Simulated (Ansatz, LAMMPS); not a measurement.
## Forces and charges in glassy 96B2O3-4CaO (mol %) (117 atoms)

Wanted: forces, charges and levels of glassy 96B2O3-4CaO (mol %) (117 atoms).

Program: Ansatz 0.2.0. Level of theory: Kohn-Sham DFT, PBE, PAW (set soft_2), plane waves. Results are calculated unless marked as measured.

## 1. Starting point

The cell holds 117 atoms: 46 B, 1 Ca and 70 O. Cell: a = 11.001 Å, b = 11.001 Å, c = 11.001 Å, α = 90.0°, β = 90.0°, γ = 90.0°. 117 atoms (46 B, 1 Ca, 70 O) placed at random at 1.97 g/cm³, melted at 3000 K for 20 ps at fixed volume with the Buckingham and Coulomb pair potential of Guillot and Sator (Geochim. Cosmochim. Acta 71, 1249 (2007)) with the boron terms of Wang et al. (J. Non-Cryst. Solids 498, 294 (2018)). Quenched from 3000 K to 300 K at 100 K/ps and fixed volume, held 10 ps at zero pressure, then minimised at fixed cell.

Limits known from the start: The quench rate of 100 K/ps is many orders above laboratory rates, so the cell is likely richer in defects and strain than a real sample. The network of bonds at the start is that of the classical potential that made the cell, and needn't be the one that DFT or experiment would give. The Brillouin zone is sampled at Γ only, in a cell whose shortest periodic width is 11 Å.

## 2. The classical run that made the cell

A classical potential makes the cell, at a small fraction of what the same run would cost in DFT.

This step: classical MD, Buckingham and Coulomb pair potential of Guillot and Sator (Geochim. Cosmochim. Acta 71, 1249 (2007)) with the boron terms of Wang et al. (J. Non-Cryst. Solids 498, 294 (2018)) (LAMMPS 22 Jul 2025 - Update 4).

in.lmp

```
# melt-quench of B46Ca1O70
units metal
atom_style charge
boundary p p p
region box block 0 11.1882 0 11.1882 0 11.1882
create_box 3 box
mass 1 10.8100   # B
mass 2 40.0780   # Ca
mass 3 15.9990   # O
create_atoms 1 random 46 714032 NULL overlap 1.5 maxtry 2000
create_atoms 2 random 1 714039 NULL overlap 1.5 maxtry 2000
create_atoms 3 random 70 714046 NULL overlap 1.5 maxtry 2000
pair_style buck/coul/long 9.0
pair_coeff * * 0.0 1.0 0.0
pair_coeff 1 3 206941.81 0.124 35.0018   # B-O
pair_coeff 2 3 155667.70 0.178 42.2597   # Ca-O
pair_coeff 3 3 9022.79 0.265 85.0921   # O-O
pair_coeff 1 1 484.40 0.35 0.0   # B-B
set type 1 charge 1.4175
set type 2 charge 0.945
set type 3 charge -0.945
kspace_style pppm 1.0e-4
neigh_modify delay 0 every 1 check yes
thermo_style custom step time temp pe press density
thermo_modify norm yes
timestep 0.001
thermo 100
min_style cg
minimize 1e-4 1e-4 200 2000
reset_timestep 0
velocity all create 3000 714033 mom yes dist gaussian
fix lim all nve/limit 0.05
fix lan all langevin 3000 3000 0.1 714034 zero yes
thermo 500
# [... 11 lines left out ...]
thermo 3333
fix md all npt temp 300 300 0.1 iso 0 0 1
run 10000 post no
unfix md
thermo 100
min_style cg
minimize 0 1e-3 2000 20000
write_dump all custom glass.dump id type xs ys zs modify sort id
```

On the command line:

```sh
> lmp -in in.lmp -log none -nocite
```

Numbers of over 12 decimals in the logs are rounded to 6 here.

Log:

```text
LAMMPS (22 Jul 2025 - Update 4)
Created orthogonal box = (0 0 0) to (11.1882 11.1882 11.1882)
Created 46 atoms
Created 1 atoms
Created 70 atoms
PPPM initialization ...
  G vector (1/distance) = 0.32344326
  grid = 9 9 9
  estimated relative force accuracy = 7.5586921e-05
   Step          Time           Temp          PotEng         Press         Density
         0   0              0              1.373413       1411970.7      1.9649936
       100   0.1            0             -11.450957     -28704.944      1.9649936
       127   0.127          0             -11.527795     -17627.128      1.9649936
Loop time of 0.0947595 s on 1 MPI rank(s) for 127 steps with 117 atoms
[... 39 lines left out ...]
     56661   56.661         289.86326     -11.747768     -22223.402      2.0537141
     58000   58             308.2236      -11.747478      8465.954       2.0672518
Loop time of 3.6638 s on 1 MPI rank(s) for 10000 steps with 117 atoms
   Step          Time           Temp          PotEng         Press         Density
     58000   58             308.2236      -11.747478      8465.7358      2.0672518
     58089   58.089         308.2236      -11.782993      1308.2102      2.0672518
Loop time of 0.0894795 s on 1 MPI rank(s) for 89 steps with 117 atoms
Minimization stats:
  Stopping criterion = linesearch alpha is zero
  Energy initial, next-to-last, final =
     -11.7474778591974  -11.7829933257243  -11.7829933257243
  Force two-norm initial, final = 23.978122 0.13414737
  Iterations, force evaluations = 89 211
```

It took 19 s on 1 thread of AMD EPYC 9R45, shared host; peak memory 0.078 GiB.

## 3. Plane-wave single point

One self-consistent run at the given positions yields energy and forces.

input.yaml

```yaml
crystal:
  lattice:
    - [11.00059, 0.0, 0.0]
    - [0.0, 11.00059, 0.0]
    - [0.0, 0.0, 11.00059]
  atoms:
    - { symbol: B, position: [0.38523, 0.74801, 0.22004] }
    - { symbol: B, position: [0.96116, 0.296, 0.6138] }
    - { symbol: B, position: [0.48714, 0.63511, 0.41317] }
    - { symbol: B, position: [0.78674, 0.43648, 0.88993] }
    - { symbol: B, position: [0.63058, 0.11458, 0.50997] }
    - { symbol: B, position: [0.28438, 0.4183, 0.15328] }
    - { symbol: B, position: [0.0639, 0.60021, 0.92767] }
    - { symbol: B, position: [0.74069, 0.36172, 0.66504] }
    - { symbol: B, position: [0.962, 0.27357, 0.94232] }
    - { symbol: B, position: [0.81173, 0.81301, 0.34026] }
    - { symbol: B, position: [0.43261, 0.74522, 0.97263] }
    - { symbol: B, position: [0.93806, 0.36579, 0.27766] }
    - { symbol: B, position: [0.52906, 0.86411, 0.59067] }
    - { symbol: B, position: [0.71968, 0.72661, 0.66751] }
    - { symbol: B, position: [0.9994, 0.9532, 0.40446] }
    - { symbol: B, position: [0.97837, 0.91162, 0.13125] }
    - { symbol: B, position: [0.27167, 0.00695, 0.00444] }
    - { symbol: B, position: [0.29067, 0.10905, 0.41028] }
    - { symbol: B, position: [0.94277, 0.7364, 0.75753] }
    - { symbol: B, position: [0.57127, 0.2067, 0.07613] }
    - { symbol: B, position: [0.93753, 0.5973, 0.37261] }
    - { symbol: B, position: [0.79658, 0.20174, 0.16891] }
    - { symbol: B, position: [0.09788, 0.78797, 0.56324] }
    - { symbol: B, position: [0.60924, 0.09912, 0.75372] }
    - { symbol: B, position: [0.42338, 0.03517, 0.20096] }
    - { symbol: B, position: [0.57265, 0.8794, 0.34034] }
    - { symbol: B, position: [0.31156, 0.96334, 0.61575] }
    - { symbol: B, position: [0.09478, 0.57175, 0.16771] }
    - { symbol: B, position: [0.06893, 0.19493, 0.4248] }
    - { symbol: B, position: [0.30734, 0.65458, 0.58726] }
    - { symbol: B, position: [0.28788, 0.37573, 0.5321] }
    - { symbol: B, position: [0.14554, 0.78774, 0.2492] }
    - { symbol: B, position: [0.49737, 0.30277, 0.41427] }
    - { symbol: B, position: [0.51349, 0.30032, 0.86118] }
    - { symbol: B, position: [0.1956, 0.25464, 0.98598] }
    - { symbol: B, position: [0.28909, 0.6025, 0.82523] }
    - { symbol: B, position: [0.80414, 0.03513, 0.34558] }
    - { symbol: B, position: [0.16126, 0.94401, 0.81078] }
    - { symbol: B, position: [0.97542, 0.04136, 0.92122] }
    - { symbol: B, position: [0.76676, 0.80324, 0.07841] }
    - { symbol: B, position: [0.68993, 0.56571, 0.08296] }
    - { symbol: B, position: [0.5222, 0.43812, 0.21875] }
    - { symbol: B, position: [0.614, 0.90942, 0.92008] }
    - { symbol: B, position: [0.67091, 0.53267, 0.52365] }
    - { symbol: B, position: [0.07675, 0.49121, 0.53476] }
    - { symbol: B, position: [0.2995, 0.3317, 0.77275] }
    - { symbol: Ca, position: [0.14958, 0.16278, 0.19962] }
    - { symbol: O, position: [0.62569, 0.07446, 0.6303] }
    - { symbol: O, position: [0.1805, 0.4814, 0.1908] }
    - { symbol: O, position: [0.86503, 0.70084, 0.35957] }
    - { symbol: O, position: [0.40727, 0.64425, 0.51099] }
    - { symbol: O, position: [0.72323, 0.07461, 0.43299] }
    - { symbol: O, position: [0.81841, 0.75493, 0.74123] }
    - { symbol: O, position: [0.61516, 0.00983, 0.84301] }
    - { symbol: O, position: [0.49745, 0.13092, 0.14474] }
    - { symbol: O, position: [0.54448, 0.87981, 0.46493] }
    - { symbol: O, position: [0.40938, 0.73378, 0.09675] }
    - { symbol: O, position: [0.01518, 0.29035, 0.34591] }
    - { symbol: O, position: [0.41607, 0.36527, 0.81277] }
    - { symbol: O, position: [0.01117, 0.41382, 0.6121] }
    - { symbol: O, position: [0.82076, 0.09703, 0.23731] }
    - { symbol: O, position: [0.98592, 0.67254, 0.85836] }
    - { symbol: O, position: [0.21769, 0.29511, 0.86186] }
    - { symbol: O, position: [0.17766, 0.57132, 0.87811] }
    - { symbol: O, position: [0.06519, 0.27501, 0.01616] }
    - { symbol: O, position: [0.27935, 0.3236, 0.64825] }
    - { symbol: O, position: [0.03993, 0.97495, 0.83404] }
    - { symbol: O, position: [0.34378, 0.08738, 0.29738] }
    - { symbol: O, position: [0.30282, 0.59527, 0.6994] }
    - { symbol: O, position: [0.21421, 0.95397, 0.6966] }
    - { symbol: O, position: [0.87558, 0.92664, 0.36899] }
    - { symbol: O, position: [0.50174, 0.94143, 0.25602] }
    - { symbol: O, position: [0.98564, 0.00038, 0.0418] }
    - { symbol: O, position: [0.46441, 0.69971, 0.30709] }
    - { symbol: O, position: [0.01303, 0.58365, 0.47508] }
    - { symbol: O, position: [0.08865, 0.67352, 0.24435] }
    - { symbol: O, position: [0.54548, 0.19814, 0.46726] }
    - { symbol: O, position: [0.20198, 0.20083, 0.41603] }
    [... 33 atom lines left out ...]
    - { symbol: O, position: [0.26708, 0.31749, 0.07861] }
    - { symbol: O, position: [0.54561, 0.34814, 0.30581] }
    - { symbol: O, position: [0.21196, 0.73299, 0.5584] }
    - { symbol: O, position: [0.02273, 0.20801, 0.54739] }
    - { symbol: O, position: [0.69715, 0.20369, 0.09207] }
    - { symbol: O, position: [0.57498, 0.21719, 0.78638] }
kpoints:
  mp_grid: { grid: [1, 1, 1] }
hamiltonian:
  xc: pbe
scf:
  occupations: { method: fixed }
output:
  forces: true
  stress: true
  populations: true
  dos:
    method: { smearing: { sigma: 0.1 } }
    de: 0.1
    projected: { site_lists: { B: [B], Ca: [Ca], O: [O] } }
  eigenvalues: true
  write_density: true
  write_potential: true
  volumetric_format: npy
```

On the command line:

```sh
> ansatz run input.yaml --threads 8 --pin off --max-ram 15872MiB --backend cpu --events-out ev --progress --plain --runs-dir out
```

Log:

```text
Engine: ansatz 0.2.0, x86_64-unknown-linux-gnu
Pseudopotentials: kind: paw
Pseudopotential: B, paw, valence charge 3, recommended cutoff 420 eV (normal), B.paw.azcp
Pseudopotential: Ca, paw, valence charge 10, recommended cutoff 420 eV (normal), Ca.paw.azcp
Pseudopotential: O, paw, valence charge 6, recommended cutoff 420 eV (normal), O.paw.azcp
[... 5 lines on functional and potentials left out ...]
Crystal: 117 atoms, lattice volume = 1331.214 Å³
Basis set: ecut = 420 eV, 25821 PW (Γ), exchange–correlation on 150×150×150 points (8 copies of the dense FFT grid, shifted against one another)
Bands: 401, of which v1, the nominal top of the filled ones, is band 284 counted from 1 (283 counted from 0)
Symmetry: 1 space group operations
Space group: P1 (ITA 1), of the structure as read, at distance tolerance 1.1e-4 Å
k-points: 1
[... 7 lines on functional and potentials left out ...]
Initial density: superposition of atomic densities (neutral atoms: chi_scale 0, normalization atom), corrected by the library's trained network
Initial wavefunctions: pseudopotential atomic-orbital guess
Functional: x = pbe(κ = 0.804, μ = 0.219515), c = pbe(β = 0.066725)
SCF iter   1: F=—  HF=-48796.415096 eV  |F-HF|=—  |Δ(HF+E_count)|=         —  Δρ=4.45e-3  dr2=2.87e-1  ethr=1.77e-3  ⟨swp⟩=6.0  Hψ=1434  notcnv=0  defer=112
preconditioner: auto → Resta (q_TF=auto, 2.367 Å⁻¹)  ε∞=3.1  [insulator: Δε(μ)=4.124 eV  Ē_g=16.816 eV  n_scr=304 (ndim 8)  ℏωp=24.2 eV  f_vac=0.173  ε∞_Penn≈3.1]
SCF iter   2: F=—  HF=-48796.385610 eV  |F-HF|=—  |Δ(HF+E_count)|=   2.95e-2  Δρ=2.11e-3  dr2=5.25e-2  ethr=5.06e-5  ⟨swp⟩=3.0  Hψ=643  notcnv=0  defer=115
SCF iter   3: F=—  HF=-48796.386786 eV  |F-HF|=—  |Δ(HF+E_count)|=   1.18e-3  Δρ=8.49e-4  dr2=1.25e-2  ethr=9.25e-6  ⟨swp⟩=4.0  Hψ=508  notcnv=0  defer=115
SCF iter   4: F=—  HF=-48796.385868 eV  |F-HF|=—  |Δ(HF+E_count)|=   9.18e-4  Δρ=2.39e-4  dr2=8.64e-4  ethr=2.20e-6  ⟨swp⟩=3.0  Hψ=507  notcnv=0  defer=115
SCF iter   5: F=—  HF=-48796.385936 eV  |F-HF|=—  |Δ(HF+E_count)|=   6.81e-5  Δρ=1.36e-4  dr2=1.94e-4  ethr=1.52e-7  ⟨swp⟩=2.0  Hψ=576  notcnv=0  defer=115
SCF iter   6: F=—  HF=-48796.385944 eV  |F-HF|=—  |Δ(HF+E_count)|=   8.11e-6  Δρ=3.49e-5  dr2=1.45e-5  ethr=3.42e-8  ⟨swp⟩=2.0  Hψ=576  notcnv=0  defer=115
SCF iter   7: F=—  HF=-48796.383505 eV  |F-HF|=—  |Δ(HF+E_count)|=   2.44e-3  Δρ=1.48e-5  dr2=2.50e-6  ethr=2.56e-9  ⟨swp⟩=2.0  Hψ=682  notcnv=0  defer=115
SCF iter   8: F=—  HF=-48796.383506 eV  |F-HF|=—  |Δ(HF+E_count)|=   2.94e-7  Δρ=5.39e-6  dr2=3.22e-7  ethr=4.39e-10  ⟨swp⟩=3.0  Hψ=578  notcnv=0  defer=115
SCF iter   9: F=-48796.383506 eV  HF=-48796.383506 eV  |F-HF|=1.23e-8  |Δ(HF+E_count)|=   1.13e-7  Δρ=1.44e-6  dr2=2.98e-8  ethr=1.76e-11  ⟨swp⟩=25.0  Hψ=4126  notcnv=0
SCF 1 converged in 9 iterations: F = -48796.383506 eV  dr2 = 2.98e-8
  greatest PAW one-centre occupation: 0.995 electrons in one spin orbital (limit 2), on the Ca atom at site 46 (counted from 0), in its partial waves of l = 0
SCF converged after 9 iterations
Free energy (F): -48796.383506 eV
Harris-Foulkes:  -48796.383506 eV  (|F-HF|=1.23e-8)
Internal energy: -48796.383506 eV  (E = F + TS)
E sigma→0 (E₀):  -48796.383506 eV
Fermi energy:    2.348866 eV
--- Per-component energies (eV) ---
  E_band       = -3556.982215
  E_kinetic    = 14759.503616
  E_local      = -40603.024147  (includes V_loc(G=0)·N_el)
  E_nonlocal   = 3958.428003
  E_hartree    = 14738.304398
  E_xc         = -6683.027029
  E_vxc        = -8386.141529  (∫ρ·V_xc dr)
  E_paw        = -15603.336260  (= ΣΔE_a)
  E_vpaw       = -2762.538918  (= ΣTr[D̂ρ^β])
  E_aug_tail   = 0.179522  (compensation charges beyond the density's cutoff)
  E_ewald      = -19363.411610
  E_smearing   = -0.000000  (= −TS)
  E_closure    = 0.000000  (closes the sum)
  Σ components = -48796.383506   (vs F -48796.383506, Δ=0.00e0)
--- Forces (eV/Å), atoms counted from 1 ---
  atom   1  B     -0.61123206    -0.58567838    -0.79258953
  atom   2  B      0.31004085     0.60483251    -2.71753264
  atom   3  B     -0.79622783     0.54729081     0.95730478
  atom   4  B     -0.12974130    -1.06803034     0.27767298
  atom   5  B     -0.57646586     1.25160704     0.03972381
  atom   6  B     -0.14010476    -0.31317981    -1.12287908
  atom   7  B      1.80056156     1.02561503    -0.02875949
  atom   8  B      2.54094555     1.62371596     0.58164577
  atom   9  B      0.53792802    -0.34758757     0.09995628
  atom  10  B     -1.64625584    -2.20558047    -0.08625266
  atom  11  B     -0.16858868     0.12345311     0.35786354
  atom  12  B      0.17705732    -1.54632542     1.58142856
  atom  13  B      0.08894764    -0.40347402    -1.36050031
  atom  14  B     -0.12437238    -0.11433277    -1.53670293
[...]
atom 116  O      1.68781695     0.42658136     0.59395669
  atom 117  O      0.46170997    -0.44877633    -0.91995380
  max |Σ_I F_I| component: 9.00e-6 eV/Å
--- Stress (GPa, compression-positive) ---
       -9.270716       2.764065      -0.290750
        2.764060      -7.084609       3.062371
       -0.290767       3.062366      -9.812869
  P = ⅓ Tr σ = -8.7227 GPa (-87.227 kbar)
--- Band table (eV) ---
  k-point 0: bands = ["-37.3244", "-21.2703", "-19.0150", "-18.9055", [... 385 levels ...], "13.5719", "13.6149", "13.6305", "13.6742", "13.7243", "13.7848", "13.8125", "13.8601", "13.8902", "13.9650", "13.9994", "14.0164"]
--- Löwdin populations: 117 sites ---
  site symbol       q [e]
     0      B      2.3116
     1      B      2.3214
     2      B      2.3277
[...]
116      O      6.4027
  spilling = 0.008959 (of n_electrons = 568.000000)
```

Elapsed: 5.1 s, on 8 threads of AMD EPYC 9R45, shared host; peak memory 1.9 GiB.

In the SCF lines HF is the Harris–Foulkes energy and dr2 the Hartree energy of the density residual, in eV; the loop may stop once dr2 is under the threshold and the program's other checks hold. Hψ counts applications of the Hamiltonian.

The run gave:

| Item | Value |
| --- | --- |
| free energy | -48796.3835 eV |
| free energy per atom | -417.0631 eV/atom |
| SCF cycles | 9 |
| pressure | -8.723 GPa |
| r.m.s. force component | 0.8697 eV/Å |
| longest force | 4.278 eV/Å |
| Fermi energy | 2.349 eV |
| gap (highest filled to lowest empty level) | 3.876 eV |
| spilling of the projection | 0.008959 |

Neighbours are counted within 1.83 Å (O-B), 2.83 Å (O-Ca).

Length of the force by element and coordination:

| element | coordination | atoms | mean length of the force (eV/Å) | spread | least | most |
| --- | --- | --- | --- | --- | --- | --- |
| B | all | 46 | 1.85 | 0.808 | 0.414 | 4.28 |
| B | 3 | 43 | 1.85 | 0.810 | 0.414 | 4.28 |
| B | 4 | 3 | 1.97 | 0.771 | 0.958 | 2.83 |
| Ca | all | 1 | 0.590 | 0 | 0.590 | 0.590 |
| O | all | 70 | 0.895 | 0.545 | 0.112 | 2.70 |
| O | 2 | 62 | 0.834 | 0.482 | 0.112 | 2.16 |
| O | 3 | 8 | 1.37 | 0.741 | 0.325 | 2.70 |

Löwdin charges by element and coordination (they lack the spilled electrons, 0.043 e an atom on average):

| element | coordination | atoms | mean charge (e) | spread | least | most |
| --- | --- | --- | --- | --- | --- | --- |
| B | all | 46 | 0.669 | 0.0343 | 0.557 | 0.714 |
| B | 3 | 43 | 0.676 | 0.024 | 0.589 | 0.714 |
| B | 4 | 3 | 0.576 | 0.0225 | 0.557 | 0.608 |
| Ca | all | 1 | 1.85 | 0 | 1.85 | 1.85 |
| O | all | 70 | -0.393 | 0.0368 | -0.512 | -0.267 |
| O | 2 | 62 | -0.386 | 0.0184 | -0.434 | -0.343 |
| O | 3 | 8 | -0.453 | 0.0723 | -0.512 | -0.267 |

Density of states as counts of states in windows of 1 eV (from the Fermi level), total and the larger projections:

| from (eV) | to (eV) | total | O p | B p |
| --- | --- | --- | --- | --- |
| -18 | -17 | 9.9 | 0.1 | 2.4 |
| -17 | -12 | 0.0 | 0.0 | 0.0 |
| -12 | -11 | 4.0 | 2.8 | 0.4 |
| -11 | -10 | 15.0 | 10.8 | 0.9 |
| -10 | -9 | 27.2 | 19.2 | 2.9 |
| -9 | -8 | 31.9 | 22.0 | 6.3 |
| -8 | -7 | 48.3 | 32.8 | 13.5 |
| -7 | -6 | 18.7 | 12.7 | 5.4 |
| -6 | -5 | 17.3 | 11.9 | 4.9 |
| -5 | -4 | 36.2 | 26.9 | 7.8 |
| -4 | -3 | 55.0 | 46.0 | 6.6 |
| -3 | -2 | 74.0 | 68.4 | 3.4 |
| -2 | -1 | 64.6 | 62.1 | 1.3 |
| -1 | 0 | 26.4 | 25.5 | 0.5 |
| 0 | 1 | 1.3 | 1.2 | 0.0 |
| 1 | 3 | 0.0 | 0.0 | 0.0 |
| 3 | 4 | 1.9 | 0.3 | 1.4 |
| 4 | 5 | 17.3 | 2.3 | 12.2 |

With fixed occupations the program's Fermi level is the highest filled level; weight inside the gap is the broadening of levels at its edges.

Between -26 and -18 eV lie 136 more states.

The levels nearest the highest filled one (over half full), pooled over k-points and spins:

| level less the highest filled one (eV) | occupation |
| --- | --- |
| -0.570 | 2 |
| -0.439 | 2 |
| -0.418 | 2 |
| -0.297 | 2 |
| -0.187 | 2 |
| 0 | 2 |
| 3.88 | 0 |
| 4.14 | 0 |
| 4.34 | 0 |
| 4.41 | 0 |
| 4.46 | 0 |
| 4.61 | 0 |

Valence density in the ab plane at fractional z = 0.201, with atoms of B and Ca and O within 0.2 Å of it. It is the smooth field of the valence electrons, not physical close to the nuclei.

Ten steps, logarithmic in the rise over the least value, from '0' (0.0 e/Å³) to '9' (6.6 e/Å³), each cell a mean:
```
3444210012334456642000000111112
5787520001222356642100000122233
6899631111111234431101111244434
5787643444322222210011112356533
2455444566543321000011112345421
1234444566544432000001111122210
2466533334444432100001211000000
3688631111233332100011221000001
3577631000011111000011110000001
2455532100000000012221100000001
2345565321123221245653100000111
1235798642357643468874200001222
1125899754589975567763100001222
1013577644689875455432000012221
1001233334456544443210001344432
1000011222222222332100013688742
1000001111100001111000124799852
1012332110000001111011234688631
0136775310000112211112344554310
0158998411111245432112345553200
0158997421222457642101246774200
0025664212334456531000247885310
0001221112344454321000135764210
1111000012344455421000012332101
```
Columns run along a (11.0 Å), rows up along b (11.0 Å). Atoms in or near the plane, at fractional coordinates: B at (0.42, 0.04), B at (0.52, 0.44), Ca at (0.15, 0.16), O at (0.18, 0.48), O at (0.40, 0.46), O at (0.86, 0.31), O at (0.08, 0.89).

[end of part 1 of 2]

[Logs are printed without paths, hosts, clocks, repeated set-up lines and the standing remarks that a program may print on its own settings, such as how far it seeks lower states.]

[Hosts, paths, dates, database ids (printed as entryN), source tags and the programs' standing remarks are cut or masked in the printed files.]
